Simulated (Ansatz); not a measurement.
# MgRh (Pm-3m): phonons and vibrational spectra, part 2 of 3

How does MgRh (Pm-3m) vibrate, and is this structure a minimum?

Ansatz 0.2.0; DFT PBEsol, scalar-relativistic, plane waves, PAW.

So far. Step 3 (Relaxing to small forces for the phonons): The forces vanish by symmetry and the pressure is 0.004 GPa, within the tolerances set. The cell now holds 14.64 Å³/atom. The relaxed cell has a = 3.082 Å (conventional setting).

## (4) Zone-centre response

The zone centre comes first: it holds the modes that light can see, as far as symmetry allows. No field response is asked, since the mesh shows no gap.

Input file input.yaml:

```yaml
crystal:
  lattice:
    - [3.0819621163, 0.0, 0.0]
    - [0.0, 3.0819621163, 0.0]
    - [0.0, 0.0, 3.0819621163]
  atoms:
    - { symbol: Mg, position: [0.0, 0.0, 0.0] }
    - { symbol: Rh, position: [0.5, 0.5, 0.5] }
kpoints:
  mp_grid: { grid: [12, 12, 12] }
hamiltonian:
  xc: pbesol
scf:
  occupations: { method: methfessel_paxton, width: 0.15 }
output:
  eigenvalues: true
phonons:
  method: dfpt
```

On the command line:

```
ansatz run input.yaml --threads 4 --pin off --max-ram 7168MiB --backend cpu --events-out ev --progress --plain --runs-dir out
```

Numbers of over 12 decimals in the logs are rounded to 6 here.

Output:

```text
[...]
Crystal: 2 atoms, lattice volume = 29.274 Å³
Basis set: ecut = 420 eV, 587 PW (Γ), exchange–correlation on 48×48×48 points (8 copies of the dense FFT grid, shifted against one another)
Bands: 18, of which v1, the nominal top of the filled ones, is band 14 counted from 1 (13 counted from 0)
Symmetry: 48 space group operations
k-points: 196 of 1728 (irreducible under 8 space group operations, time reversal used)
[...]
SCF iter   1: F=—  HF=-8251.564294 eV  |F-HF|=—  |Δ(HF+E_count)|=         —  Δρ=6.18e-3  dr2=8.30e-3  ethr=1.77e-3  ⟨swp⟩=4.9  Hψ=14862  notcnv=0
[...]
SCF iter   7: F=-8251.563091 eV  HF=-8251.563091 eV  |F-HF|=1.09e-11  |Δ(HF+E_count)|=  2.04e-10  S|Δr|=    0.00e0  Δρ=2.30e-7  dr2=5.69e-12  ethr=1.00e-12  ⟨swp⟩=4.7  Hψ=18590  notcnv=0
SCF 1 converged in 7 iterations: F = -8251.563091 eV  dr2 = 5.69e-12
[...]
DFPT response loops at Γ: preconditioner auto → Kerker (q_TF=auto, 2.692 Å⁻¹) (partly filled bands, converged f_vac=0.000); β = 1.00, the filter's whole step (`scf.mixing.beta` (0.50) is not read by the response loops under this deck's `scf.mixing.preconditioner`; to damp them name `kerker` or `kerker_dos`, under which they read `scf.mixing.beta`, and type it under 1.00, their step now; both keys bind the ground state too); Broyden in place of MSR1
SCF converged after 7 iterations
[...]
Free energy (F): -8251.563091 eV
[...]
Internal energy: -8251.565796 eV  (E = F + TS)
E sigma→0 (E₀):  -8251.563768 eV
Entropy (-TS):   0.002704 eV (1.352 meV/atom)
Fermi energy:    14.063097 eV
[...]
--- Band table (eV; the first three rows and the last of 196) ---
  k-point 0: bands = [... 10 lower, 11.0927, 13.8891, 13.8891, 13.8891, 22.4692, 22.4692, 22.4692, 25.6490]
  k-point 1: bands = [... 10 lower, 11.1517, 13.8038, 13.8038, 13.8986, 21.5868, 22.6533, 22.6533, 25.4776]
  k-point 2: bands = [... 10 lower, 11.3101, 13.5831, 13.5831, 13.9248, 19.9960, 23.1649, 23.1649, 25.0247]
  k-point 195: bands = [... 10 lower, 10.9083, 14.8410, 14.8410, 18.6796, 18.6796, 18.6796, 21.6746, 23.3703]
--- Phonons (Γ-DFPT): 2 representative perturbations + reference, on 196 of 1728 k-points (Σ response iterations 7) ---
  k mesh reduced under 8 symmetry operations, with k and −k counted as one. Each operation leaves every solved perturbation unchanged. A smaller set is not used because it would not reduce the number of displacements times k-points to solve
  ASR residual: 1.980e-4 → 0.000e0 eV/Å²; symmetrization residual: 2.775e-6 eV/Å²
  ASR residual per site (eV/Å²): 1.98e-4 9.64e-5
  Γ frequencies (cm⁻¹): 0.00 0.00 0.00 286.42 286.42 286.42
  non-analytic LO–TO correction: not included (Born effective charges unavailable; polar crystals: no LO–TO splitting at Γ)
```

Elapsed: 11 s, on 4 threads of Intel Xeon Platinum 8488C (Sapphire Rapids), shared host; peak memory 0.62 GiB; 34 s of CPU time.

This step gave:

* sum-rule residual before enforcement: 1.98e-4 eV/Å²
* point group: m-3m
* highest optical mode at the zone centre (no LO-TO term): 286.4 cm⁻¹
* lowest optical zone-centre mode: 286.4 cm⁻¹

Patterns of degenerate modes are one choice out of their space. Modes at Γ, with each element's share of the kinetic energy:

```
mode  frequency (cm⁻¹)  symmetry  Mg %  Rh %
   1               0.0  acoustic    19    81
   2               0.0  acoustic    19    81
   3               0.0  acoustic    19    81
   4             286.4       T1u    81    19
   5             286.4       T1u    81    19
   6             286.4       T1u    81    19
```

Displacements in mode 4 (286.4 cm⁻¹), the largest set to 1:
```
Mg1  0.00  0.00  1.00
Rh2  0.00  0.00 -0.24
```

Before it was imposed, the acoustic sum rule was missed by 2.0e-4 eV/Å². Small misses are needed for a sound result but don't prove that mesh and cutoff are converged. The lowest optical mode is real, 286 cm⁻¹.

## (5) The dispersion

Stability and thermal properties need the whole zone. Linear response on a 4×4×4 q mesh gives force constants as far as a supercell of that size would.

Changes to input.yaml since step 4:

```diff
@@ -18 +18,8 @@
   method: dfpt
+  qmesh: [4, 4, 4]
+  temperatures: { t_max: 1000, t_step: 50 }
+  qpath:
+    path:
+      - [[0.0, 0.0, 0.0], [0.0, 0.5, 0.0], [0.5, 0.5, 0.0], [0.0, 0.0, 0.0], [0.5, 0.5, 0.5], [0.0, 0.5, 0.0]]
+      - [[0.5, 0.5, 0.5], [0.5, 0.5, 0.0]]
+    npoints: 10
```

Output:

```text
[...]
Crystal: 2 atoms, lattice volume = 29.274 Å³
Basis set: ecut = 420 eV, 587 PW (Γ), exchange–correlation on 48×48×48 points (8 copies of the dense FFT grid, shifted against one another)
Bands: 18, of which v1, the nominal top of the filled ones, is band 14 counted from 1 (13 counted from 0)
Symmetry: 48 space group operations
k-points: 84 of 1728
[...]
SCF iter   1: F=—  HF=-8251.564288 eV  |F-HF|=—  |Δ(HF+E_count)|=         —  Δρ=6.18e-3  dr2=8.30e-3  ethr=1.77e-3  ⟨swp⟩=4.9  Hψ=6376  notcnv=0
[...]
SCF iter   7: F=-8251.563091 eV  HF=-8251.563091 eV  |F-HF|=9.09e-12  |Δ(HF+E_count)|=  1.51e-10  S|Δr|=    0.00e0  Δρ=1.99e-7  dr2=4.38e-12  ethr=1.00e-12  ⟨swp⟩=4.7  Hψ=7886  notcnv=0
SCF 1 converged in 7 iterations: F = -8251.563091 eV  dr2 = 4.38e-12
[...]
phonons: the bands overlap, so this run is a metal and interpolates without the dipole-dipole term. If the crystal is really an insulator or semiconductor, its LO-TO splitting is missing
NSCF: frozen V_eff on 84 k-points
WARN: eigensolver did not converge in 4 slots of this pass, the one above among them; of largest residual over every band (k=26): 1 band(s) unlocked (lowest unlocked band 17, counted from 0; max residual 2.60e-4 eV among the unlocked bands, 2.60e-4 eV over every band); of lowest unlocked band (k=23): band 17
[...]
DFPT response loops at q = (0, 0, 0) (fractional): preconditioner auto → Kerker (q_TF=auto, 2.692 Å⁻¹) (partly filled bands, converged f_vac=0.000); β = 1.00, the filter's whole step (`scf.mixing.beta` (0.50) is not read by the response loops under this deck's `scf.mixing.preconditioner`; to damp them name `kerker` or `kerker_dos`, under which they read `scf.mixing.beta`, and type it under 1.00, their step now; both keys bind the ground state too); Broyden in place of MSR1
[...]
SCF converged after 7 iterations
[...]
Free energy (F): -8251.563091 eV
[...]
Internal energy: -8251.565796 eV  (E = F + TS)
E sigma→0 (E₀):  -8251.563768 eV
Entropy (-TS):   0.002704 eV (1.352 meV/atom)
Fermi energy:    14.063097 eV
[...]
--- Band table (eV; the first three rows and the last of 84) ---
  k-point 0: bands = [... 10 lower, 11.0927, 13.8891, 13.8891, 13.8891, 22.4692, 22.4692, 22.4692, 25.6490]
  k-point 1: bands = [... 10 lower, 11.1517, 13.8038, 13.8038, 13.8986, 21.5868, 22.6533, 22.6533, 25.4776]
  k-point 2: bands = [... 10 lower, 11.3101, 13.5831, 13.5831, 13.9248, 19.9960, 23.1649, 23.1649, 25.0247]
  k-point 83: bands = [... 10 lower, 10.9083, 14.8410, 14.8410, 18.6796, 18.6796, 18.6796, 21.6746, 23.3703]
--- Phonons (Γ-DFPT): 2 representative perturbations + reference (Σ response iterations 7) ---
  ASR residual: 1.751e-4 → 0.000e0 eV/Å²; symmetrization residual: 1.819e-6 eV/Å²
  ASR residual per site (eV/Å²): 1.75e-4 1.02e-4
  Γ frequencies (cm⁻¹): 0.00 0.00 0.00 286.42 286.42 286.42
--- Phonons (arbitrary-q DFPT): 10 irreducible q on the 4×4×4 mesh ---
  q = [0.0000, 0.0000, 0.0000] (star 1, of the zone-centre solve; hermiticity 6.13e-7, symmetrization 1.50e-12): -0.00 0.00 0.00 286.42 286.42 286.42
  q = [0.0000, 0.0000, 0.2500] (star 6, 4 solved perturbations in 1848 linear systems a pass and spin channel, the states on 588 of 1728 k-point pairs; hermiticity 4.12e-7, symmetrization 2.13e-13): 88.47 88.47 107.11 275.79 275.79 309.84
[...]
q = [0.0000, 0.2500, -0.5000] (star 12, 6 solved perturbations on 588 of 1728 k-point pairs; hermiticity 2.51e-7, symmetrization 3.04e-14): 106.37 115.37 142.94 256.75 300.85 330.21
[...]
sum rule: each row above includes the acoustic sum rule's correction from the zone centre's row sums; it moved no ω² by more than (1.40 cm⁻¹)²
  mesh force constants: q→R imaginary residual 3.43e-18; ASR residual 1.751e-4 → 0.000e0 eV/Å²; symmetrization residual 5.329e-15 eV/Å²
  interpolated dispersion: 62 rows × 6 modes
  density of states and harmonic sums: on the 20×20×20 q-mesh, interpolated from the force constants of a 4×4×4 supercell (no non-analytic term)
  largest difference from the sums on the solved wave vectors: F 1.25e-2 eV, S 1.65e-5 and C_V 4.01e-6 eV/K
  zero-point energy: 0.076511 eV/cell   skipped modes (ω ≤ 0): 3   left out of the sums: 6.25e-5 of the cell's modes: C_V's classical limit lies that fraction below 3 k_B per atom; for a crystal, a wire or a layer, F and S can be off by more, and a phonons.interpolated_qmesh denser along its periods is the remedy for the sampling
```

Wall time 4.6 min (4 threads); peak memory 1.5 GiB; 17 min of CPU time.

Numbers from this step:

- sum-rule residual before enforcement: 1.75e-4 eV/Å²
- lowest frequency on the path: 0 cm⁻¹
- highest frequency on the path or at a solved wavevector: 337.7 cm⁻¹
- mean frequency: 205.7 cm⁻¹
- Debye temperature (second moment): 421 K
- logarithmic mean frequency: 180.5 cm⁻¹
- lowest mode on the q mesh (acoustic modes at Γ apart): 59.76 cm⁻¹
- zero-point energy per atom: 38.26 meV
- heat capacity at 300 K: 22.70 J/(mol atoms K)
- vibrational entropy at 300 K: 29.71 J/(mol atoms K)
- edges of the widest gap between branches, on path and mesh: 150, 254.9 cm⁻¹

Frequencies (cm⁻¹) solved at each irreducible wavevector; negative means imaginary. Frequencies by wavevector, by row:

```
q in reciprocal lattice units  star  mode 1  mode 2  mode 3  mode 4  mode 5  mode 6
                        0 0 0     1       0       0       0   286.4   286.4   286.4
                     0 0 0.25     6    88.5    88.5   107.1   275.8   275.8   309.8
                     0 0 -0.5     3   137.9   137.9   145.1   259.5   259.5   337.7
                  0 0.25 0.25    12    59.8   113.5   141.8   267.5   297.7   306.3
                  0 0.25 -0.5    12   106.4   115.4   142.9   256.8   300.9   330.2
                  0 -0.5 -0.5     3    71.2    71.2   149.8   254.9   330.8   330.8
               0.25 0.25 0.25     8   103.6   103.6   138.9   294.8   299.5   299.5
               0.25 0.25 -0.5    12     106   117.9   140.4   290.2   300.4   326.6
               0.25 -0.5 -0.5     6   105.1   105.1   147.1   289.6   325.6   325.6
               -0.5 -0.5 -0.5     1   134.1   134.1   134.1   320.9   320.9   320.9
```

Interpolated from a 4×4×4 q mesh. The phonon branches at the labelled points (cm⁻¹):

```
    point  branch 1  branch 2  branch 3  branch 4  branch 5  branch 6
        Γ         0         0         0       286       286       286
  halfway        88        88       107       276       276       310
        X       138       138       145       260       260       338
  halfway       106       115       143       257       301       330
        M        71        71       150       255       331       331
  halfway        60       113       142       268       298       306
        Γ         0         0         0       286       286       286
  halfway       104       104       139       295       300       300
        R       134       134       134       321       321       321
  halfway       106       118       140       290       300       327
        X       138       138       145       260       260       338
jump to R       134       134       134       321       321       321
  halfway       105       105       147       290       326       326
        M        71        71       150       255       331       331
```

The phonon branches as a text plot (rows in cm⁻¹):

```
    331 |     ************                        ********  *****
    317 |   **      **    ***              ********       **
    303 |                  ****         ***       ***      **
    288 |***       *          ***********           **       *
    274 |   **    *          ***                     ***      *
    260 |     ***************                          ***     **
    246 |
    232 |
    218 |
    204 |
    190 |
    176 |
    162 |
    148 |      *** *******   *         *                 * ******
    134 |     *****       *** *      ** *  ****************
    120 |    **    *      *  *           ****    ******    **
    106 |   **      *    *     *        *          ***       *
     91 |   *       **        *     *  *                      *
     77 |  *          ****     **                              **
     63 |                 ****       **
     49 | **                  * *  **
     35 | *                    ***
     21 |*                       * *
      7 |                         *
         Γ      X      M          Γ            R        X|R     M
```

Tetrahedra on a 20×20×20 mesh, mean over bins of 5 cm-1. Interpolated from a 4×4×4 q mesh. The phonon density of states by wavenumber; read off at these points:

```
wavenumber (cm⁻¹)  phonon density of states (1/cm⁻¹/cell)
                2                                       0
               12                                  8.0e-5
               28                                  9.3e-4
               38                                 0.00173
               48                                 0.00327
               62                                 0.00692
               72                                  0.0154
               82                                  0.0220
               92                                  0.0263
              108                                  0.0337
              118                                  0.0425
              128                                  0.0384
              138                                  0.0755
              142                                  0.0698
              152                                  2.3e-4
              162                                       0
              178                                       0
              188                                       0
              198                                       0
              212                                       0
              222                                       0
              232                                       0
              248                                       0
              258                                  0.0194
              268                                  0.0337
              278                                  0.0393
              282                                  0.0408
              292                                  0.0319
              302                                  0.0315
              312                                  0.0378
              328                                  0.0657
              338                                 0.00173
```

Phonopy on the run's constants, 19x19x19 mesh, Gaussian sigma 2.6 cm-1. Interpolated from a 4×4×4 q mesh. The partial phonon density of states by wavenumber; read off at these points; values in 1/cm⁻¹/cell:

```
wavenumber (cm⁻¹)       Mg       Rh
            -10.0        0        0
              0.0   1.0e-5   5.0e-5
             10.0   6.5e-6   3.6e-5
             20.0   8.0e-5   3.3e-4
             30.0   2.6e-4  0.00116
             40.0   4.1e-4  0.00191
             50.0   6.1e-4  0.00303
             60.0  0.00103  0.00549
             70.0  0.00177   0.0103
             80.0  0.00298   0.0187
             90.0  0.00325   0.0223
            100.0  0.00373   0.0286
            110.0  0.00328   0.0304
            120.0  0.00288   0.0364
            130.0  0.00161   0.0370
            140.0   8.5e-4   0.0748
            150.0   2.5e-5   0.0119
            160.0        0   4.3e-6
            170.0        0        0
            180.0        0        0
            190.0        0        0
            200.0        0        0
            210.0        0        0
            220.0        0        0
            230.0        0        0
            240.0        0        0
            250.0   6.6e-4        0
            260.0   0.0269   4.9e-4
            270.0   0.0320  0.00200
            280.0   0.0370  0.00352
            283.4   0.0392  0.00366
            290.0   0.0328  0.00313
            292.7   0.0348  0.00301
            300.0   0.0298  0.00286
            301.9   0.0338  0.00324
            310.0   0.0334  0.00321
            320.0   0.0510  0.00459
            325.0   0.0590   0.0057
            330.0   0.0374  0.00343
            340.0   9.6e-4   1.0e-5
            350.0        0        0
```

[end of part 2 of 3]

[Logs are printed without paths, hosts, clocks, repeated set-up lines and the standing remarks that a program may print on its own settings, such as how far it seeks lower states.]

[Hosts, paths, dates, database ids (printed as entryN), source tags and the programs' standing remarks are cut or masked in the printed files.]
